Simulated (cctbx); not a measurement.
## Symmetry from intensities

Cell: a = 3.6450 Å, b = 3.6450 Å, c = 6.8060 Å, α = 90.00°, β = 90.00°, γ = 90.00°. Expected content of the cell: Tm2 Fe2 C2.

The data are simulated with cctbx, not measured: Mo Kα, λ = 0.71073 Å, to d = 0.8 Å, 50 % of the full sphere, strongest reflection 40000 counts, noise from counting, a 1.5 % proportional error and a noise floor of 15 counts (s.d.); no absorption, some extinction.

A first pass over the reflections prints:

```text
390 reflections to d = 0.803 A
centring   violations  <I/sigma> of those
    A         97 of   200     24.8
    B         95 of   190     26.5
    C         90 of   190     24.2
    I         84 of   180     24.7
    R        135 of   265     26.7
    F        141 of   290     25.2
Laue class    unique    Rint  (classes that these axes allow; Friedel mates merged)
P -1              293   0.011
P 1 2/m 1         201   0.012
P 1 1 2/m         197   0.012
P 2/m 1 1         197   0.012
P m m m           131   0.013
P 4/m             108   0.013
P 4/m m m          81   0.014
space group    extra absences  I>4sigma  <I/sigma>
P 4 2 2                 0          0         -  acentric
P 42 2 2                4          0      -0.1  acentric
P 4 m m                 0          0         -  acentric
P 42 m c               40          0      -0.3  acentric
P -4 2 m                0          0         -  acentric
P -4 2 c               40          0      -0.3  acentric
P -4 m 2                0          0         -  acentric
P 4/m m m               0          0         -  centric
P 42/m m c             40          0      -0.3  centric
Wilson B = 0.48 A^2   <|E^2-1|> = 0.717 (0.968 centric, 0.736 acentric)   E^2>4: 0.0 %
shell (A)         n   <I/sigma>
 6.81 - 1.46     17     59.6
 1.46 - 1.16     13     51.0
 1.16 - 1.01     13     50.8
 1.01 - 0.92     10     61.6
 0.92 - 0.85     12     47.8
 0.85 - 0.80     16     47.9
```

**Question.** What are the lattice type, the Laue class and the likely space group?

Every centring test has many violations, so the lattice is primitive.

Rint stays low (0.011 to 0.014) up to P 4/m m m, the highest class in these axes.

9 settings pass the absence test. The most absences obeyed, 40, belong to P 42 m c, P -4 2 c and P 42/m m c, which absences can't tell apart.

⟨|E²−1|⟩ = 0.717 leans to a non-centrosymmetric structure. Here that hint misleads: the statistic assumes many like atoms on general positions, and few, heavy or special-position atoms break it. The Wilson B of 0.48 Å² means U ≈ 0.0061 Å².

The true group is P4_2/mmc (no. 131), Laue class 4/mmm, centrosymmetric. The tables only narrow the choice to the tied entries; cell content, site symmetry and trial solutions must settle it.

This is a model crystal, built by substitution and not relaxed, with assumed displacement parameters.

[Logs are printed without paths, hosts, clocks, repeated set-up lines and the standing remarks that a program may print on its own settings, such as how far it seeks lower states.]
